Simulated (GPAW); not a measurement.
**Co3 Ru4 Co3 0001: which magnetic order is lowest**

Does Co3 Ru4 Co3 0001 prefer parallel or opposed moments, or none?

Method: PBE; plane waves with GPAW's PAW setups, scalar-relativistic, in GPAW 26.7.0.

### Step 1. The starting structure

The cell holds 10 atoms: 6 Co and 4 Ru. Cell: a = 2.706 Å, b = 2.706 Å, c = 29.331 Å, α = 90.0°, β = 90.0°, γ = 120.0°. ideal sites on the substrate's mesh, layer spacings from atomic volumes, unrelaxed, 12 A of vacuum. Vacuum lies along c.

### Step 2. Run 1 (ferro ++++++)

Parallel moments need no larger cell; this start tests for a ferromagnetic state only.

Contents of order1.py:

```python
import json
import numpy as np
from ase import Atoms
from ase.parallel import paropen, parprint
from gpaw import GPAW

atoms = Atoms(['Co', 'Co', 'Co', 'Ru', 'Ru', 'Ru', 'Ru', 'Co', 'Co', 'Co'],
    cell=[[2.706, 0.0, 0.0],
         [-1.353, 2.343465, 0.0],
         [0.0, 0.0, 29.3305]],
    scaled_positions=[[0.0, 0.0, 0.204565],
         [0.333333, 0.666667, 0.264243],
         [0.0, 0.0, 0.323922],
         [0.333333, 0.666667, 0.390321],
         [0.0, 0.0, 0.46344],
         [0.333333, 0.666667, 0.53656],
         [0.0, 0.0, 0.609679],
         [0.333333, 0.666667, 0.676078],
         [0.0, 0.0, 0.735757],
         [0.333333, 0.666667, 0.795435]],
    pbc=True,
    magmoms=[1.8, 1.8, 1.8, 0.0, 0.0, 0.0, 0.0, 1.8, 1.8, 1.8])
atoms.calc = GPAW(mode={'name': 'pw', 'ecut': 450},
    xc='PBE',
    kpts={'size': (20, 20, 1), 'gamma': True},
    occupations={'name': 'fermi-dirac', 'width': 0.05},
    convergence={'density': 1e-05, 'energy': 1e-05},
    maxiter=250,
    mixer={'name': 'pulay', 'beta': 0.03, 'nmaxold': 8, 'weight': 100},
    symmetry={'tolerance': 1e-4},
    txt='order1.txt')
e = atoms.get_potential_energy(force_consistent=True)
res = {'free_energy': e, 'energy_sigma0': atoms.get_potential_energy(), 'fermi_energy': atoms.calc.get_fermi_level()}
res['moments'] = atoms.get_magnetic_moments().tolist()
res['total'] = atoms.get_magnetic_moment()
parprint('site moments (muB):', np.round(res['moments'], 3))
parprint(f"total moment: {res['total']:.3f} muB")
parprint(f'free energy: {e:.6f} eV')
atoms.calc.write('order1.gpw')
with paropen('results.json', 'w') as f:
    json.dump(res, f)
```

Started as:

```sh
> OMP_NUM_THREADS=1 mpirun -n 4 gpaw python order1.py > order1.log
```

The log of the run:

```text
site moments (muB): [ 1.828  1.723  1.341 -0.014 -0.025 -0.025 -0.014  1.341  1.723  1.828]
total moment: 9.466 muB
free energy: -83.201906 eV

--- order1.txt ---
Input parameters:
  mode=PW(ecut=450),
  convergence={'density': 1e-05, 'energy': 1e-05},
  kpts=MonkhorstPack(size=(20, 20, 1), gamma=True),
  maxiter=250,
  mixer=Pulay(name='pulay', nmaxold=8, beta=0.03, weight=100, sigma=0.015, g_ss=None),
  occupations=Occupations(name='fermi-dirac', width=0.05),
  symmetry=Symmetry(tolerance=0.0001),
  xc=XC(name='PBE')

Diagonalizing LCAO Hamiltonian
Converting LCAO to pw mode

        Co

       Co

        Co

       Ru

        Ru

       Ru

        Ru

       Co

        Co

       Co

Atoms  # Å, Bohr magnetons
|   | symbol |         x |        y |         z |    initial magnetic moments |
|---|--------|-----------|----------|-----------|-----------------------------|
| 0 |     Co |  0.000000 | 0.000000 |  5.999994 | ( 0.0000,  0.0000,  1.8000) |
| 1 |     Co | -0.000001 | 1.562311 |  7.750379 | ( 0.0000,  0.0000,  1.8000) |
| 2 |     Co |  0.000000 | 0.000000 |  9.500794 | ( 0.0000,  0.0000,  1.8000) |
| 3 |     Ru | -0.000001 | 1.562311 | 11.448310 | ( 0.0000,  0.0000,  0.0000) |
| 4 |     Ru |  0.000000 | 0.000000 | 13.592927 | ( 0.0000,  0.0000,  0.0000) |
| 5 |     Ru | -0.000001 | 1.562311 | 15.737573 | ( 0.0000,  0.0000,  0.0000) |
| 6 |     Ru |  0.000000 | 0.000000 | 17.882190 | ( 0.0000,  0.0000,  0.0000) |
| 7 |     Co | -0.000001 | 1.562311 | 19.829706 | ( 0.0000,  0.0000,  1.8000) |
| 8 |     Co |  0.000000 | 0.000000 | 21.580121 | ( 0.0000,  0.0000,  1.8000) |
| 9 |     Co | -0.000001 | 1.562311 | 23.330506 | ( 0.0000,  0.0000,  1.8000) |

Unit cell  # Å
| periodic |         x |        y |         z |   lengths |     angles |
|----------|-----------|----------|-----------|-----------|------------|
|      yes |  2.706000 | 0.000000 |  0.000000 |  2.706000 |  90.000000 |
|      yes | -1.353000 | 2.343465 |  0.000000 |  2.706000 |  90.000000 |
|      yes |  0.000000 | 0.000000 | 29.330500 | 29.330500 | 119.999997 |

Number of symmetries: 6

BZ-sampling:
  Number of BZ points: 400
  Number of IBZ points: 44

  Monkhorst-Pack size: [20, 20, 1]
  Monkhorst-Pack shift: [0.025, 0.025, 0.0]

K-points  # in reciprocal-cell coordinates
|     |                                coordinates |     weight |
|-----|--------------------------------------------|------------|
|   0 | ( -0.00000000,  -0.00000000,   0.00000000) | 0.00250000 |
|   1 | (  0.05000000,  -0.00000000,   0.00000000) | 0.01500000 |
|   2 | (  0.10000000,  -0.05000000,   0.00000000) | 0.01500000 |
|   3 | (  0.10000000,  -0.00000000,   0.00000000) | 0.01500000 |
|   4 | (  0.15000000,  -0.05000000,   0.00000000) | 0.03000000 |
|   5 | (  0.15000000,  -0.00000000,   0.00000000) | 0.01500000 |
|   6 | (  0.20000000,  -0.10000000,   0.00000000) | 0.01500000 |
|   7 | (  0.20000000,  -0.05000000,   0.00000000) | 0.03000000 |
|   8 | (  0.20000000,  -0.00000000,   0.00000000) | 0.01500000 |
|   9 | (  0.25000000,  -0.10000000,   0.00000000) | 0.03000000 |
| ... |                                            |            |
|  43 | (  0.50000000,   0.50000000,   0.00000000) | 0.00750000 |

Plane wave coefficients: 4097
Cutoff: 450.000000 eV

Spin-components: 2 (collinear spins)
Bands:           82
Projectors:      60
Spin-degeneracy: 1
Datatype:        complex128

Parallelization:
  kpt:    4
  domain: 1
  band:   1

Density:
  Valence electrons: 118.0
  Components: 2
  Grid points: [ 14  14 144]
  Charge: 0.0  # |e|

Potential:
  Grid points: [ 14  14 144]

species:
  Co:
    name:    Cobalt
    Z:       27.0
    valence: 9
    core:    18
    charge:  0.0  # [|e|]
    compensation charges:
      type: gauss
      rc: 0.32  # [Å]
      lmax: 2
    cutoffs:
      filter: 1.87  # [Å]
      core: 2.55  # [Å]
    projectors
    | kind |    occ | energy [eV] | rcut [Å] |
    |------|--------|-------------|----------|
    |   4s |  2.000 |      -5.469 |    1.005 |
    |   4p |  0.000 |      -1.277 |    1.058 |
    |   3d |  7.000 |      -8.205 |    1.005 |
    |    s |        |      21.742 |    1.005 |
    |    p |        |      25.934 |    1.058 |
    |    d |        |      19.007 |    1.005 |

    Using partial waves for Co as LCAO basis

  Ru:
    name:    Ruthenium
    Z:       44.0
    valence: 16
    core:    28
    charge:  0.0  # [|e|]
    compensation charges:
      type: gauss
      rc: 0.39  # [Å]
      lmax: 2
    cutoffs:
      filter: 2.16  # [Å]
      core: 1.30  # [Å]
    projectors
    | kind |    occ | energy [eV] | rcut [Å] |
    |------|--------|-------------|----------|
    |   4s |  2.000 |     -76.316 |    1.281 |
    |   5s |  1.000 |      -4.236 |    1.281 |
    |   4p |  6.000 |     -46.423 |    1.286 |
    |   5p |  0.000 |      -0.913 |    1.286 |
    |   4d |  7.000 |      -5.203 |    1.254 |
    |    d |        |      22.008 |    1.254 |

    Using partial waves for Ru as LCAO basis

Reference energy: -720396.759366  # eV

eigensolver:
  PPCG
  Converge bands: occupied
  niter=2

density mixing:
  Pulay-Mixer
  Linear mixing parameters: 0.03
  Old densities: 8
  Fourier metric: weight=100, sigma=0.015

occupation numbers:
  Fermi-Dirac:
    width: 0.0500  # eV

poisson solver:
  ecut: 3600.000000  # eV

xc functional:
  name: PBE with 2 nearest neighbor stencil

convergence criteria:
- Maximum integral of absolute [dens]ity change: 1e-05 electrons / valence electron
- Maximum [total energy] change in last 3 cyles: 1e-05 eV / valence electron
- Maximum integral of absolute [eigenst]ate change: 4e-08 eV^2 / valence electron
maximum number of iterations: 250

SCF iterations
|iter     |      energy | eigst |  dens |  magmom |
|---------|-------------|-------|-------|---------|
|iter:   1|       0s | -100.462312 | +0.32 |       | +10.8163|
|iter:   2|      14s | -255.652746 | +0.37 | -0.61 | +10.5784|
|iter:   3|      27s |  -90.589083 | -0.46 | -0.39 | +10.5288|
|iter:   4|      41s |  -86.350186 | -1.57 | -0.90 | +10.5331|
|iter:   5|      54s |  -86.973339 | -2.36 | -1.08 | +10.5038|
|iter:   6|      67s |  -85.597156 | -2.43 | -0.94 | +10.4625|
|iter:   7|      81s |  -85.360270 | -2.03 | -1.09 | +10.3129|
|iter:   8|      94s |  -83.880619 | -1.73 | -1.15 | +10.1231|
|iter:   9|     108s |  -83.484715 | -2.36 | -1.29 | +10.0627|
|iter:  10|     121s |  -83.138629 | -2.22 | -1.37 |  +9.9383|
[... 40 iterations left out ...]
|iter:  51|     608s |  -83.156218c| -7.85c| -4.48 |  +9.4662|
|iter:  52|     615s |  -83.156218c| -8.07c| -4.67 |  +9.4665|
|iter:  53|     621s |  -83.156218c| -8.38c| -4.79 |  +9.4666|
|iter:  54|     628s |  -83.156218c| -8.67c| -4.80 |  +9.4665|
|iter:  55|     634s |  -83.156219c| -8.87c| -4.85 |  +9.4664|
|iter:  56|     640s |  -83.156218c| -8.84c| -4.86 |  +9.4663|
|iter:  57|     647s |  -83.156218c| -9.28c| -4.89 |  +9.4662|
|iter:  58|     653s |  -83.156219c| -9.32c| -4.92 |  +9.4660|
|iter:  59|     660s |  -83.156219c| -8.88c| -4.99 |  +9.4658|
|iter:  60|     666s |  -83.156219c| -9.23c| -5.06c|  +9.4656|

Converged in 60 steps
Energy contributions relative to reference atoms: (reference = -720396.759366)

Energy contributions:
  Kinetic:          43.308166
  Coulomb:         -48.760219
  Zero:              0.748074
  External:          0.000000
  Xc:              -78.406553
  Entropy:          -0.091375
  Spinorbit:         0.000000
  ----------------------------
  Free energy:     -83.201906
  Extrapolated:    -83.156219

dipole moment: (-32.891646, -28.163563, -0.000088)  # |e|*Ang

Total magnetic moment: (0.000000, 0.000000, 9.465609)

Local magnetic moments
|        x |        y |         z |
|----------|----------|-----------|
| 0.000000 | 0.000000 |  1.827554 |  # Co   0
| 0.000000 | 0.000000 |  1.722682 |  # Co   1
| 0.000000 | 0.000000 |  1.340999 |  # Co   2
| 0.000000 | 0.000000 | -0.014205 |  # Ru   3
| 0.000000 | 0.000000 | -0.025169 |  # Ru   4
| 0.000000 | 0.000000 | -0.025162 |  # Ru   5
| 0.000000 | 0.000000 | -0.014206 |  # Ru   6
| 0.000000 | 0.000000 |  1.340960 |  # Co   7
| 0.000000 | 0.000000 |  1.722677 |  # Co   8
| 0.000000 | 0.000000 |  1.827552 |  # Co   9

Fermi level: 6.126
Eigenvalues  # (at kpt = [-0.000, -0.000, 0.000])
| band index |      eig [eV] | occ [0-1] |      eig [eV] | occ [0-1] |
|------------|---------------|-----------|---------------|-----------|
|          0 |       -66.980 |     1.000 |       -66.996 |     1.000 |
|        ... |               |           |               |           |
|         56 |         4.469 |     1.000 |         5.937 |     0.977 |
|         57 |         4.883 |     1.000 |         5.937 |     0.977 |
|         58 |         4.883 |     1.000 |         6.063 |     0.779 |
|         59 |         5.021 |     1.000 |         6.119 |     0.532 |
|         60 |         5.021 |     1.000 |         6.391 |     0.005 |
|         61 |         5.262 |     1.000 |         6.391 |     0.005 |
|         62 |         5.330 |     1.000 |         6.481 |     0.001 |
|         63 |         5.330 |     1.000 |         6.677 |     0.000 |
|         64 |         5.423 |     1.000 |         6.677 |     0.000 |
|         65 |         5.423 |     1.000 |         6.893 |     0.000 |
|         66 |         5.649 |     1.000 |         6.893 |     0.000 |
|         67 |         5.649 |     1.000 |         7.102 |     0.000 |
|         68 |         6.196 |     0.197 |         7.102 |     0.000 |
|         69 |         6.360 |     0.009 |         7.108 |     0.000 |
|         70 |         6.360 |     0.009 |         7.108 |     0.000 |
|         71 |         6.977 |     0.000 |         7.188 |     0.000 |
|        ... |               |           |               |           |
|         81 |        16.970 |     0.000 |        17.251 |     0.000 |

No gap
No difference between direct/indirect transitions
```

Run time: 12 min. Hardware: 4 MPI ranks of Arm Neoverse V1, shared host; peak memory 1.4 GiB; 46 min of CPU time.

Spin moment in the augmentation sphere by atom:

```
atom  spin moment in the augmentation sphere (μB)
 Co1                                         1.83
 Co2                                         1.72
 Co3                                         1.34
 Ru4                                        -0.01
 Ru5                                        -0.03
 Ru6                                        -0.03
 Ru7                                        -0.01
 Co8                                         1.34
 Co9                                         1.72
Co10                                         1.83
```

Read from the output:

- magnetization: 9.466 μB
- final state: ferromagnetic

After 60 cycles the largest moment stands at 1.83 μB.

[end of part 1 of 2]

[Long decimals in the printed logs are rounded to 6 places.]

[Logs and program files are shortened in this print: banners, set-up blocks, solver, clock and traceback lines can be left out without a mark of their own.]

[Logs are printed without paths, hosts, clocks, repeated set-up lines and the standing remarks that a program may print on its own settings, such as how far it seeks lower states.]

[Hosts, paths, dates, database ids (printed as entryN), source tags and the programs' standing remarks are cut or masked in the printed files.]

[Where the starting crystal was built by hand or by swapping elements, it need not be the compound's stable phase.]

[Where a cell is said to come from a database of computed structures, the database is the Materials Project.]

[Runs that the program refused, that were killed for memory or that had too few empty states are not shown or counted.]

[Lattice constants of own cells that a recipe calls measured were typed without a cited source.]
